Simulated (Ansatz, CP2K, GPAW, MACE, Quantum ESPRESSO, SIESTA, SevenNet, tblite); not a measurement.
# Quantum ESPRESSO runs on H-capped AlP nanocrystal (rod) (34 atoms)

Wanted: Quantum ESPRESSO inputs and outputs for H-capped AlP nanocrystal (rod) (34 atoms), checked against a plane-wave reference.

Calculated with Quantum ESPRESSO 7.5; the method is named at each step.

## Step 1: Starting point

The cell holds 34 atoms: 6 P, 6 Al and 22 H. Its edges and angles: a = 15.829 Å, b = 15.829 Å, c = 21.292 Å, α = 90.0°, β = 90.0°, γ = 90.0°. It derives from AlP (zinc-blende). Rod of size parameter 3.1 Å cut from zinc-blende AlP (a = 5.463 Å), atoms with fewer than two neighbours dropped, broken bonds capped with H, 10 Å of vacuum. Then every atom was moved at random, 0.03 Å r.m.s. a Cartesian component (hydrogen 0.6 of that). Regions: crystal, 12 atoms (6 P and 6 Al); hydrogen, 22 atoms (22 H). Vacuum lies along a, b and c.

The yardstick, on the same geometry:

```
method                                           : Kohn-Sham DFT, PBE, PAW, plane waves (Ansatz 0.2.0); cutoff 420 eV, Γ point, fermi-dirac smearing of 0.05 eV; PAW set soft_2
r.m.s. force component                           : 0.849 eV/Å
longest force                                    : 3.836 eV/Å
gap (highest filled to lowest empty level) : 3.074 eV
SCF cycles                                       : 8
time                                             : 6.5 s on 8 threads of Arm Neoverse V2, shared host
CPU time                                         : 43 s
```

## Step 2: PBE, sssp-1.3.0-efficiency, 45/360 Ry

Method: Kohn-Sham DFT, PBE, SSSP efficiency 1.3.0 pseudopotentials, plane waves.

pw.in

```
&control
  calculation = 'scf'
  pseudo_dir = './pseudo'
  outdir = './tmp'
  disk_io = 'none'
  tprnfor = .true.
/
&system
  ibrav = 0
  nat = 34
  ntyp = 3
  ecutwfc = 45
  ecutrho = 360
  nosym = .true.
  occupations = 'smearing'
  smearing = 'fd'
  degauss = 0.003675
/
&electrons
  conv_thr = 1.7e-07
  electron_maxstep = 100
  mixing_beta = 0.2
  mixing_mode = 'local-TF'
  diagonalization = 'david'
/
ATOMIC_SPECIES
P 30.974 P.upf
Al 26.982 Al.upf
H 1.008 H.upf
CELL_PARAMETERS angstrom
15.82930 0.00000 0.00000
0.00000 15.82930 0.00000
0.00000 0.00000 21.29230
ATOMIC_POSITIONS crystal
P 0.36786 0.54050 0.40416
P 0.36876 0.54008 0.66064
P 0.53762 0.36875 0.40645
P 0.53731 0.36872 0.65695
P 0.53641 0.53902 0.27190
Al 0.45299 0.62498 0.34123
Al 0.62790 0.45274 0.34008
Al 0.45442 0.45656 0.46751
P 0.53987 0.53898 0.52925
Al 0.45538 0.62332 0.59040
Al 0.62788 0.45598 0.59555
Al 0.45643 0.45133 0.72343
H 0.31376 0.59159 0.44140
H 0.31728 0.48733 0.36446
H 0.31250 0.48961 0.61992
H 0.32022 0.58924 0.69601
H 0.49020 0.31674 0.36427
H 0.59011 0.31321 0.43941
H 0.59426 0.31628 0.69728
H 0.48729 0.31526 0.61920
H 0.48853 0.49140 0.23681
H 0.59109 0.59171 0.23460
H 0.51277 0.68529 0.38034
H 0.39394 0.68399 0.29605
H 0.68385 0.51264 0.38203
H 0.68132 0.39659 0.29715
H 0.39437 0.39654 0.51081
H 0.58886 0.59339 0.49094
H 0.51249 0.68576 0.63714
H 0.39787 0.68585 0.55096
H 0.68772 0.39615 0.55180
H 0.68338 0.50909 0.63828
H 0.39822 0.39740 0.76463
H 0.51261 0.51121 0.76373
K_POINTS gamma
```

Launch:

```console
$ OMP_NUM_THREADS=1 mpirun -np 4 pw.x -in pw.in > output.txt
```

The log of the run:

```text
Program PWSCF
     gamma-point specific algorithms are used
     Parallelization info
     sticks:   dense  smooth     PW     G-vecs:    dense   smooth      PW
     Min        6406    3199    798              1038269   367069   45874
     Max        6408    3202    800              1038288   367082   45880
     Sum       25629   12801   3197              4153119  1468299  183513
     bravais-lattice index     =            0
     lattice parameter (alat)  =      29.9130  a.u.
     unit-cell volume          =   36003.3239 (a.u.)^3
     number of atoms/cell      =           34
     number of atomic types    =            3
     number of electrons       =        70.00
     number of Kohn-Sham states=           42
     kinetic-energy cutoff     =      45.0000  Ry
     charge density cutoff     =     360.0000  Ry
     scf convergence threshold =      1.7E-07
     mixing beta               =       0.2000
     number of iterations used =            8  local-TF  mixing
     Exchange-correlation= PBE
                           (   1   4   3   4   0   0   0)
     crystal axes: (cart. coord. in units of alat)
               a(1) = (   1.000000   0.000000   0.000000 )
               a(2) = (   0.000000   1.000000   0.000000 )
               a(3) = (   0.000000   0.000000   1.345119 )
     reciprocal axes: (cart. coord. in units 2 pi/alat)
               b(1) = (  1.000000  0.000000  0.000000 )
               b(2) = (  0.000000  1.000000  0.000000 )
               b(3) = (  0.000000  0.000000  0.743428 )
     PseudoPot. # 1 for P :
     Pseudo is Ultrasoft + core correction, Zval =  5.0
     PseudoPot. # 2 for Al:
     Pseudo is Projector augmented-wave + core cor, Zval =  3.0
     PseudoPot. # 3 for H :
     Pseudo is Ultrasoft, Zval =  1.0
     atomic species   valence    mass     pseudopotential
     P                 5.00    30.97400     P ( 1.00)
     Al                3.00    26.98200     Al( 1.00)
     H                 1.00     1.00800     H ( 1.00)
     No symmetry found
   Cartesian axes
     number of k points=     1  Fermi-Dirac smearing, width (Ry)=  0.0037
                       cart. coord. in units 2pi/alat
        k(    1) = (   0.0000000   0.0000000   0.0000000), wk =   2.0000000
     Dense  grid:  2076560 G-vectors     FFT dimensions: ( 192, 192, 243)
     Smooth grid:   734150 G-vectors     FFT dimensions: ( 128, 128, 180)
     Initial potential from superposition of free atoms
     starting charge      69.9851, renormalised to      70.0000
     negative rho (up, down):  3.769E-04 0.000E+00
     Starting wfcs are   70 randomized atomic wfcs
     Self-consistent Calculation
     iteration #  1     ecut=    45.00 Ry     beta= 0.20
     negative rho (up, down):  2.460E-07 0.000E+00
     total energy              =    -347.33958021 Ry
     estimated scf accuracy    <       1.79336005 Ry
     iteration #  2     ecut=    45.00 Ry     beta= 0.20
     negative rho (up, down):  2.532E-07 0.000E+00
     total energy              =    -346.68833865 Ry
     estimated scf accuracy    <       1.42571419 Ry
     iteration #  3     ecut=    45.00 Ry     beta= 0.20
     total energy              =    -346.89336114 Ry
     estimated scf accuracy    <       0.14466638 Ry
     iteration #  4     ecut=    45.00 Ry     beta= 0.20
     negative rho (up, down):  4.230E-05 0.000E+00
     total energy              =    -346.92526140 Ry
     estimated scf accuracy    <       0.13425648 Ry
     iteration #  5     ecut=    45.00 Ry     beta= 0.20
     negative rho (up, down):  2.290E-03 0.000E+00
     total energy              =    -346.85519679 Ry
     estimated scf accuracy    <       0.20166575 Ry
     iteration #  6     ecut=    45.00 Ry     beta= 0.20
     negative rho (up, down):  2.500E-03 0.000E+00
     total energy              =    -346.85615449 Ry
     estimated scf accuracy    <       0.03611962 Ry
     iteration #  7     ecut=    45.00 Ry     beta= 0.20
     negative rho (up, down):  2.421E-02 0.000E+00
     total energy              =    -346.85980916 Ry
     estimated scf accuracy    <       0.01124130 Ry
     iteration #  8     ecut=    45.00 Ry     beta= 0.20
     negative rho (up, down):  1.182E-02 0.000E+00
     total energy              =    -346.85923003 Ry
     estimated scf accuracy    <       0.00911820 Ry
     iteration #  9     ecut=    45.00 Ry     beta= 0.20
     negative rho (up, down):  6.671E-02 0.000E+00
     total energy              =    -346.86007958 Ry
     estimated scf accuracy    <       0.00507309 Ry
     iteration # 10     ecut=    45.00 Ry     beta= 0.20
     negative rho (up, down):  4.337E-02 0.000E+00
     total energy              =    -346.85993314 Ry
     estimated scf accuracy    <       0.00250952 Ry
     iteration # 11     ecut=    45.00 Ry     beta= 0.20
     negative rho (up, down):  1.598E-02 0.000E+00
     total energy              =    -346.85975375 Ry
     estimated scf accuracy    <       0.00329946 Ry
     iteration # 12     ecut=    45.00 Ry     beta= 0.20
     negative rho (up, down):  2.569E-02 0.000E+00
     total energy              =    -346.85960160 Ry
     estimated scf accuracy    <       0.00110748 Ry
[...]
total energy              =    -346.85952828 Ry
[...]
iteration # 22     ecut=    45.00 Ry     beta= 0.20
[...]
total energy              =    -346.85952604 Ry
     estimated scf accuracy    <       0.00000123 Ry
     iteration # 23     ecut=    45.00 Ry     beta= 0.20
     negative rho (up, down):  5.885E-04 0.000E+00
     total energy              =    -346.85952289 Ry
     estimated scf accuracy    <       0.00000096 Ry
     iteration # 24     ecut=    45.00 Ry     beta= 0.20
     negative rho (up, down):  5.110E-04 0.000E+00
     total energy              =    -346.85952077 Ry
     estimated scf accuracy    <       0.00000062 Ry
     iteration # 25     ecut=    45.00 Ry     beta= 0.20
     negative rho (up, down):  4.506E-04 0.000E+00
     total energy              =    -346.85952180 Ry
     estimated scf accuracy    <       0.00000039 Ry
     iteration # 26     ecut=    45.00 Ry     beta= 0.20
     negative rho (up, down):  3.928E-04 0.000E+00
     End of self-consistent calculation
          k = 0.0000 0.0000 0.0000 ( 91757 PWs)   bands (ev):
   -16.9015 -16.5661 -16.4840 -16.1308 -15.8585 -15.4426 -11.0572 -10.9370
   -10.8076 -10.6928 -10.4942 -10.3156 -10.2663 -10.1256  -9.9554  -9.8014
    -9.5975  -8.7194  -8.6698  -8.2617  -7.8926  -7.7414  -7.5020  -7.2878
    -7.0213  -6.7514  -6.6651  -6.6060  -6.3532  -6.3345  -6.2022  -5.9119
    -5.7966  -5.6537  -5.4909  -2.4124  -1.7163  -1.5907  -1.3982  -1.1942
    -1.0777  -0.8604
     the Fermi energy is    -4.0882 ev
!    total energy              =    -346.85952202 Ry
     estimated scf accuracy    <       0.00000015 Ry
     smearing contrib. (-TS)   =      -0.00000000 Ry
     internal energy E=F+TS    =    -346.85952202 Ry
     The total energy is F=E-TS. E is the sum of the following terms:
     one-electron contribution =    -565.56337815 Ry
     hartree contribution      =     288.52123631 Ry
     xc contribution           =     -56.72268409 Ry
     ewald contribution        =     195.10722029 Ry
     one-center paw contrib.   =    -208.20191639 Ry
     convergence has been achieved in  26 iterations
     negative rho (up, down):  3.928E-04 0.000E+00
     Forces acting on atoms (cartesian axes, Ry/au):
     atom    1 type  1   force =    -0.00205707   -0.01835683   -0.01529742
     atom    2 type  1   force =     0.05492639   -0.07971384   -0.10041056
     atom    3 type  1   force =     0.00115636    0.01048610   -0.05131544
     atom    4 type  1   force =     0.04146325   -0.01225942    0.01213862
     atom    5 type  1   force =     0.08151856    0.06031780    0.11123824
     atom    6 type  2   force =    -0.00863657    0.06942345   -0.05016389
     atom    7 type  2   force =     0.00854786    0.01402224   -0.00704279
     atom    8 type  2   force =    -0.03613526   -0.03169743    0.04812675
     atom    9 type  1   force =     0.01297982   -0.01430348   -0.00392300
     atom   10 type  2   force =    -0.00613650    0.07640313    0.04372390
     atom   11 type  2   force =     0.03092304   -0.03657463   -0.04365491
     atom   12 type  2   force =    -0.02088100    0.01293158    0.02908211
[...]
atom   30 type  3   force =    -0.01495510   -0.00393356   -0.01679173
     atom   31 type  3   force =    -0.01298186   -0.00149298   -0.00159815
     atom   32 type  3   force =     0.01452848    0.02954340    0.03384333
     atom   33 type  3   force =    -0.02608146   -0.02870131    0.01775324
     atom   34 type  3   force =     0.02095976    0.01668885    0.00244226
     Total force =     0.335312     Total SCF correction =     0.000393
     Message from routine punch:
     Nothing written, as per user request (disk_io='none')
```

Elapsed: 4.9 min, on 4 MPI ranks of Arm Neoverse V2, shared host; peak memory 7.7 GiB; 20 min of CPU time.

Banners, paths, timers and routine set-up lines are dropped from the logs unmarked, and long logs keep their key lines alone; longer cuts are marked.

Compared with the plane-wave run:

* r.m.s. force component: 0.8536 eV/Å
* r.m.s. difference of force components: 10.1 meV/Å
* longest difference of force vectors: 34.42 meV/Å
* force difference over r.m.s. force: 1.189 %
* slope of forces against the reference's: 1.005
* correlation of force components: 0.9999
* gap (highest filled to lowest empty level): 3.079 eV
* gap difference: 0.0044 eV

Length of the force difference by element (eV/Å):

```csv
element,atoms,mean,most
Al,6,0.018,0.025
H,22,0.014,0.034
P,6,0.018,0.034
```

Levels nearest the highest filled one (eV from it): -1.80, -1.53, -1.26, -1.17, -1.12, -0.86, -0.84, -0.71, -0.42, -0.31, -0.16, 0.00, 3.08, 3.77, 3.90, 4.09, 4.30, 4.41, 4.63.

A closer look about P5, which bears the longest force: 9 atoms, nearest first, numbered in the order of the input, with positions taken from that point.

```
atom      x      y      z  distance (Å)  bonds     Fx     Fy  Fz (eV/Å)
  P5   0.00   0.00   0.00          0.00      4   2.10   1.55       2.86
 H21  -0.76  -0.75  -0.75          1.30      1  -1.55  -1.56      -2.22
 H22   0.87   0.83  -0.79          1.44      1  -0.54  -0.43       0.00
 Al6  -1.32   1.36   1.48          2.40      4  -0.22   1.78      -1.29
 Al7   1.45  -1.37   1.45          2.46      4   0.22   0.36      -0.18
 H24  -2.26   2.29   0.51          3.26      1  -0.02  -0.35       0.14
 H26   2.29  -2.25   0.54          3.26      1   0.39  -0.77      -0.63
 H23  -0.37   2.32   2.31          3.29      1   0.31  -0.23       0.36
 H25   2.33  -0.42   2.34          3.33      1  -0.12   0.36       0.31
```

Forces lie 1.2 % from the reference's, at 27 times its CPU time (on 4 against 8 cores).

[end of part 1 of 2]

[Also dropped from logs without a mark: logging warnings of Python, and SIESTA's first energy breakdown and zero terms.]

[Logs are printed without paths, hosts, clocks, repeated set-up lines and the standing remarks that a program may print on its own settings, such as how far it seeks lower states.]

[Hosts, paths, dates, database ids (printed as entryN), source tags and the programs' standing remarks are cut or masked in the printed files.]
